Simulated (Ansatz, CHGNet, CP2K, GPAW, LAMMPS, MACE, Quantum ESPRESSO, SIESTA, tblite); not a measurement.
# GPAW runs on amorphous polyacrylonitrile (as short chains C14N4H18) at 360 K (108 atoms)

Aim: run amorphous polyacrylonitrile (as short chains C14N4H18) at 360 K (108 atoms) in GPAW and see how near its forces come to a plane-wave reference, and at what cost.

Method: the method is named at each step, in GPAW 26.7.0.

## 1. The starting structure

The cell holds 108 atoms: 42 C, 12 N and 54 H. Its edges and angles: a = 10.346 Å, b = 10.346 Å, c = 10.346 Å, α = 90.0°, β = 90.0°, γ = 90.0°. 3 polyacrylonitrile chains of 4 units with methyl end groups placed at random, at 1.09 g/cm³; overlaps pushed apart, then 20 ps at 800 K with MMFF94 bonds, angles, torsions, charges and radii (Halgren, J. Comput. Chem. 17, 490 (1996)) in harmonic and 12-6 forms. Snapshot after 30 ps at 360 K and fixed volume.

The yardstick, on the same geometry:

| Item | Value |
| --- | --- |
| method | Kohn-Sham DFT, PBE, PAW, plane waves (Ansatz 0.2.0); cutoff 420 eV, Γ point, fermi-dirac smearing of 0.05 eV; PAW set soft_2 |
| r.m.s. force component | 1.196 eV/Å |
| longest force | 5.414 eV/Å |
| pressure | 3.184 GPa |
| gap (highest filled to lowest empty level) | 5.883 eV |
| SCF cycles | 10 |
| time | 9.2 s on 4 threads of Arm Neoverse V2, shared host |
| CPU time | 33 s |

## 2. PBE, LCAO dzp, h 0.18 Å

Method: Kohn-Sham DFT, PBE, PAW, atomic orbitals (dzp).

Contents of run.py:

```python
import numpy as np
from ase.io import read
from gpaw import GPAW, FermiDirac
from ase.parallel import parprint as print

atoms = read("structure.xyz")
atoms.calc = GPAW(
    mode="lcao",
    basis="dzp",
    h=0.18,
    xc="PBE",
    kpts={"size": (1, 1, 1), "gamma": True},
    occupations=FermiDirac(0.05),
    maxiter=200,
    symmetry={"point_group": False},
    txt="gpaw.txt",
)
energy = atoms.get_potential_energy(force_consistent=True)
forces = atoms.get_forces()
print(f"energy {energy:.6f} eV")
print("forces (eV/A)")
for i, (a, f) in enumerate(zip(atoms, forces)):
    print(f"{i:4d} {a.symbol:2s} {f[0]:10.5f} {f[1]:10.5f} {f[2]:10.5f}")
print(f"Fermi level {atoms.calc.get_fermi_level():.4f} eV")
for k in range(len(atoms.calc.get_ibz_k_points())):
    for s in range(atoms.calc.get_number_of_spins()):
        e = atoms.calc.get_eigenvalues(kpt=k, spin=s)
        n = np.searchsorted(e, atoms.calc.get_fermi_level())
        print(f"k {k} spin {s} levels about the Fermi level:", np.round(e[max(n - 6, 0):n], 4).tolist(), "|", np.round(e[n:n + 6], 4).tolist())
```

Contents of structure.xyz:

```xyz
108
Lattice="10.34621 0.00000 0.00000 0.00000 10.34621 0.00000 0.00000 0.00000 10.34621" Properties=species:S:1:pos:R:3 pbc="T T T"
C 0.73044 7.25176 3.71770
C 1.68291 6.50435 2.75457
C 2.69498 7.49448 2.24554
C 2.27420 7.99576 0.90902
N 1.98099 8.51441 10.24844
C 4.12245 6.89006 2.27337
C 4.61193 5.87934 1.24486
C 4.79071 6.61599 0.00445
N 4.64183 7.25683 9.43202
C 3.58548 4.71042 1.12256
C 4.33548 3.42656 0.81590
C 5.32623 3.05275 1.89667
N 5.88430 2.52023 2.79213
C 3.27447 2.42050 0.77690
C 3.48605 1.08718 0.07242
C 4.39331 0.24376 0.86815
N 5.13958 9.95378 1.46916
C 4.06927 1.10001 9.05697
H 1.20430 7.53711 4.62000
H 10.22392 6.69679 3.91573
H 0.30397 8.13843 3.15239
H 2.08042 5.78105 3.40183
H 1.21444 5.95787 1.93102
H 2.69260 8.42492 2.92332
H 4.11252 6.35599 3.16904
H 4.78864 7.68237 2.59773
H 5.47025 5.53729 1.65239
H 3.00940 4.63965 1.97271
H 2.85338 4.98791 0.51152
H 4.85072 3.44136 10.20974
H 2.38242 2.84500 0.19844
H 2.87987 2.29789 1.80800
H 2.56120 0.59791 10.29272
H 4.30102 2.17446 8.72972
H 4.98594 0.52704 8.97503
H 3.24612 0.68399 8.39347
C 1.73434 5.04150 6.35195
C 1.39498 5.22701 7.88092
C 0.19130 6.10933 7.98220
C 0.49196 7.38823 7.34912
N 0.77990 8.43382 6.88613
C 10.03189 6.35423 9.44112
C 8.56718 6.73807 9.44257
C 7.67947 5.65886 9.06152
N 6.97541 4.80126 8.81942
C 8.27852 7.29967 0.45347
C 8.95051 8.69454 0.86318
C 8.35394 9.04321 2.15098
N 7.91216 9.16105 3.19160
C 8.52859 9.78017 10.18408
C 8.83432 0.93592 0.17133
C 10.01875 1.41236 9.66667
N 0.57225 1.85425 9.03690
C 7.66923 1.84152 10.23509
H 2.51785 5.71152 6.10799
H 2.11559 4.00719 6.24011
[... 48 atom lines left out ...]
H 3.84310 9.35411 6.80243
H 3.70487 7.35471 5.46114
H 5.41107 7.55635 4.91207
H 5.05071 7.09740 6.66037
```

Started as:

```sh
OMP_NUM_THREADS=1 mpirun -np 2 gpaw python run.py > output.txt
```

The log of the run:

```text
energy -643.762580 eV
forces (eV/A)
   0 C     0.08806    1.34301   -3.78199
   1 C    -1.94931    1.57124    0.72212
   2 C     0.89853    0.55548   -0.69750
   3 C     0.75144    0.02188    1.49070
   4 N    -0.54446    0.35826   -1.10425
   5 C    -0.63016    1.35005   -0.10657
   6 C    -4.11673    1.88880   -0.76800
   7 C     0.47512   -3.63082    4.28678
   8 N    -0.36745    3.64565   -5.49088
   9 C     6.18750    0.44780    0.82613
  10 C     0.63683    0.48569    0.89852
  11 C    -0.89039   -0.05082   -0.25775
  12 N     0.24080    0.39108    0.03868
  13 C    -3.05794   -1.21104   -0.70416
  14 C     2.01328   -0.07714    2.04083
  15 C    -2.68753    1.61209   -1.35094
  16 N     2.47700   -2.12836    1.94221
  17 C    -0.63125    1.81694   -2.47297
  18 H     0.88441    0.66223    1.44516
  19 H    -2.38397   -1.84835    0.90065
  20 H     0.43061   -0.12951    0.71772
  21 H     1.59153   -1.78344    1.05774
  22 H    -0.70192   -0.14005   -0.31782
  23 H     0.08675   -0.77446   -0.62610
[...]
100 H     0.22309   -0.53009   -0.86618
 101 H    -0.10148    1.26166   -3.39756
 102 H    -0.21654   -1.33252   -1.78561
 103 H     0.01772   -0.42929   -0.49751
 104 H     0.20248    0.14795    0.16560
 105 H    -0.17422    0.04126   -0.00583
 106 H    -0.07634   -0.23387    0.32359
 107 H    -0.24649    0.28938   -0.49178
Fermi level -0.4684 eV
k 0 spin 0 levels about the Fermi level: [-2.5127, -2.4822, -2.4429, -2.3951, -2.3473, -2.252] | [3.7982, 3.916, 3.9501, 4.079, 4.1788, 4.2122]
```

gpaw.txt:

```text
Input parameters:
  mode=LCAO(),
  basis={'default': 'dzp'},
  h=0.18,
  kpts=MonkhorstPack(size=(1, 1, 1), gamma=True),
  maxiter=200,
  occupations=Occupations(name='fermi-dirac', width=0.05, fixmagmom=False),
  symmetry=Symmetry(point_group=False),
  xc=XC(name='PBE')
Unit cell  # Å
| periodic |         x |         y |         z |   lengths |    angles |
|----------|-----------|-----------|-----------|-----------|-----------|
|      yes | 10.346210 |  0.000000 |  0.000000 | 10.346210 | 90.000000 |
|      yes |  0.000000 | 10.346210 |  0.000000 | 10.346210 | 90.000000 |
|      yes |  0.000000 |  0.000000 | 10.346210 | 10.346210 | 90.000000 |
Number of symmetries: 1
Symmetry operations  # r_c * U_cc + t_c -> r_c
|   | kind |            matrix            |
|---|------|------------------------------|
| 0 |  E   |  1, 0, 0,  0, 1, 0,  0, 0, 1 |
BZ-sampling:
  Number of BZ points: 1
  Number of IBZ points: 1
  Monkhorst-Pack size: [1, 1, 1]
  Monkhorst-Pack shift: [0, 0, 0]
[... lines left out ...]
        l=0, rc=3.6094 Bohr: 1s-dz split-valence wave
        l=1, rc=6.4219 Bohr: p-type Gaussian polarization
      Number of RI-basis functions 0
Reference energy: -61615.507662  # eV
eigensolver:
density mixing:
  MSR1-Mixer
occupation numbers:
  Fermi-Dirac:
    width: 0.0500  # eV
FastPoissonSolver using
    Stencil: 6*3+1=19 point O(h^6) finite-difference Laplacian
xc functional:
  name: PBE with 2 nearest neighbor stencil
interpolation: tri-quintic # 5. degree polynomial
Initialization done in: 3.610 s
convergence criteria:
- Maximum [total energy] change in last 3 cyles: 0.0005 eV / valence electron
- Maximum integral of absolute [dens]ity change: 0.0001 electrons / valence electron
- Maximum integral of absolute [eigenst]ate change: 4e-08 eV^2 / valence electron
maximum number of iterations: 200
SCF iterations
|iter     |      energy | eigst |  dens |
|---------|-------------|-------|-------|
|iter:   1| -667.767029 |      c|       |
|iter:   2| -663.124381 |      c| -0.76 |
|iter:   3| -646.074670 |      c| -0.80 |
|iter:   4| -645.047090 |      c| -1.26 |
|iter:   5| -643.767358 |      c| -1.56 |
|iter:   6| -643.769794 |      c| -2.10 |
|iter:   7| -643.762708c|      c| -2.53 |
|iter:   8| -643.762606c|      c| -2.97 |
|iter:   9| -643.762597c|      c| -3.46 |
|iter:  10| -643.762580c|      c| -3.76 |
|iter:  11| -643.762580c|      c| -4.31c|
Converged in 11 steps
SCF loop duration: 33.093 s (3.008 s/step)
Energy contributions relative to reference atoms: (reference = -61615.507662)
Energy contributions:
  Kinetic:         555.813530
  Coulomb:        -608.007642
  Zero:              6.290508
  External:          0.000000
  Xc:             -597.858975
  Entropy:          -0.000000
  Spinorbit:         0.000000
  ----------------------------
  Free energy:    -643.762580
  Extrapolated:   -643.762580
dipole moment: (18.306347, -6.085423, 2.534047)  # |e|*Ang
Fermi level: -0.468
Eigenvalues  # (at kpt = [0.000, 0.000, 0.000])
| band index |      eig [eV] | occ [0-2] |
|------------|---------------|-----------|
|          0 |       -18.228 |     2.000 |
|        ... |               |           |
|        133 |        -2.594 |     2.000 |
|        134 |        -2.589 |     2.000 |
[...]
|        148 |         4.281 |     0.000 |
|        ... |               |           |
|        173 |         6.628 |     0.000 |
Gap: 6.050 eV
Transition (v -> c):
  (s=0, k=0, n=140, [0.00, 0.00, 0.00]) -> (s=0, k=0, n=141, [0.00, 0.00, 0.00])
No difference between direct/indirect transitions
Force computation time: 5.908  # s
```

The job ended after 44 s (2 MPI ranks of Arm Neoverse V2, shared host; peak memory 1.2 GiB; 89 s of CPU time).

Banners, paths, timers and routine set-up lines are dropped from the logs unmarked, and long logs keep their key lines alone; longer cuts are marked.

Compared with the plane-wave run:

```yaml
r_m_s_force_component: 1.464 eV/Å
r_m_s_difference_of_force_components: 603.8 meV/Å
longest_difference_of_force_vectors: 2558 meV/Å
force_difference_over_r_m_s_force: 50.48 %
slope_of_forces_against_the_reference_s: 1.122
correlation_of_force_components: 0.9165
spacing_of_highest_filled_and_lowest_empty_level: 6.05 eV
gap_difference: 0.167 eV
```

This run lies far from the reference in forces at the same functional.

Length of the force difference by element (eV/Å):

| element | atoms | mean | most |
| --- | --- | --- | --- |
| C | 42 | 0.79 | 2.0 |
| H | 54 | 0.57 | 0.87 |
| N | 12 | 2.2 | 2.6 |

Levels nearest the highest filled one (eV from it): -0.26, -0.23, -0.19, -0.14, -0.10, 0.00, 6.05, 6.17, 6.20, 6.33, 6.43, 6.46.

The surroundings of C18, picked at random, nearest first, numbered as they follow in the input and with coordinates relative to it.

| atom | x | y | z | distance (Å) | bonds | Fx | Fy | Fz (eV/Å) |
| --- | --- | --- | --- | --- | --- | --- | --- | --- |
| C18 | 0.00 | 0.00 | 0.00 | 0.00 | 4 | -0.63 | 1.82 | -2.47 |
| H35 | 0.92 | -0.57 | -0.08 | 1.08 | 1 | 0.59 | -0.49 | -0.27 |
| H36 | -0.82 | -0.42 | -0.66 | 1.14 | 1 | 0.93 | 0.32 | -0.01 |
| H34 | 0.23 | 1.07 | -0.33 | 1.15 | 1 | -0.20 | -1.02 | -0.05 |
| C15 | -0.58 | -0.01 | 1.36 | 1.48 | 4 | 2.01 | -0.08 | 2.04 |
| H33 | -1.51 | -0.50 | 1.24 | 2.01 | 1 | -2.05 | -1.04 | 0.52 |
| C16 | 0.32 | -0.86 | 2.16 | 2.34 | 2 | -2.69 | 1.61 | -1.35 |
| C14 | -0.79 | 1.32 | 2.07 | 2.58 | 4 | -3.06 | -1.21 | -0.70 |
| H30 | 0.78 | 2.34 | 1.15 | 2.72 | 1 | 0.75 | 0.45 | -0.98 |

Atoms are counted from 1 here, from 0 in the log.

Forces lie 50 % from the reference's, at 2.7 times its CPU time (on 2 against 4 cores).

The difference per atom is largest on N (2.2 eV/Å on average, against 0.79 on C).

## 3. Results

```
force difference from the reference : GPAW PBE, LCAO dzp, h 0.18 Å, 50 %
its CPU time                        : 89 s
```

In words: The PBE run in local orbitals differs by 50 % (GPAW PBE, LCAO dzp, h 0.18 Å); basis, grid and potentials can all enter, and differences of this size make the forces unusable. At the same functional, the gap of GPAW PBE, LCAO dzp, h 0.18 Å lies 0.17 eV above the reference's 5.88 eV. The network of contacts between molecules at the start is that of the classical potential that made the cell, and needn't be the one that DFT or experiment would give. The reference's PBE has no dispersion term, which matters for the binding between molecules or layers. The density was typed from a rule of thumb and may lie off the real one at this temperature. The electronic-structure runs sample only Γ, in a cell whose shortest periodic width is 10 Å.

[Also dropped from logs without a mark: logging warnings of Python, and SIESTA's first energy breakdown and zero terms.]

[Logs are printed without paths, hosts, clocks, repeated set-up lines and the standing remarks that a program may print on its own settings, such as how far it seeks lower states.]

[Hosts, paths, dates, database ids (printed as entryN), source tags and the programs' standing remarks are cut or masked in the printed files.]

[The MMFF94 radii named for the starting cell were scaled by 0.96; in molecules described by MMFF94, hydrogen bound to N, O or S took a small fixed 12-6 site in their place.]
